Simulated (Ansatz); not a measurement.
# Does disorder add resistance in series? Pt(111) layers displaced at 180 K

Two lengths of the disordered region are known. What area resistance does the third give?

Set-up. Ansatz 0.2.0, plane waves with PAW datasets at their recommended cutoffs (420 eV for most), Fermi-Dirac smearing; ballistic transmission by layer matching. The area resistance is RA = A (h/2e²)(1/T − 1/N), with T the zone-mean transmission per spin and N the lead's channels, both averaged over a few energies near the Fermi level; for magnets each spin is taken apart, with h/e², and the two conduct in parallel. Lateral cell 2x2, PBE, a fresh random draw for each length. Atoms are displaced independently, by 0.0494 Å r.m.s. per direction; each RA is scaled by the nominal over the drawn mean square displacement.

The runs, with one result withheld:

| length (Å) | channels N | RA (fΩ m²) |
| --- | --- | --- |
| 9.06 | 6.753 | 0.0581 |
| 18.1 | 6.747 | 0.115 |
| 27.2 | 6.713 | ? |

Worked fit:

Ohm's law makes RA linear in the length: the slope is (0.115 − 0.0581)/(18.1 − 9.06) = 6.27×10⁻³ fΩ m² per Å, or 6.3 µΩ cm. Then 0.115 + 6.27×10⁻³ × 9.06. Predicted: 0.172 fΩ m².

**The withheld run.**

0.169 fΩ m², so the prediction is 1.4 % too high. The three lengths together give 6.1 µΩ cm. The two increments are 0.057 and 0.054 fΩ m², roughly as Ohm's law has it, though with one draw for each length that is a weak test.

**Limits.** The scatterers repeat sideways with the small cell. The slope is a raw one; a model of isotropic scattering puts it 1.10 times the bulk value over these lengths. Spin-orbit coupling is left out, which matters for Pt.
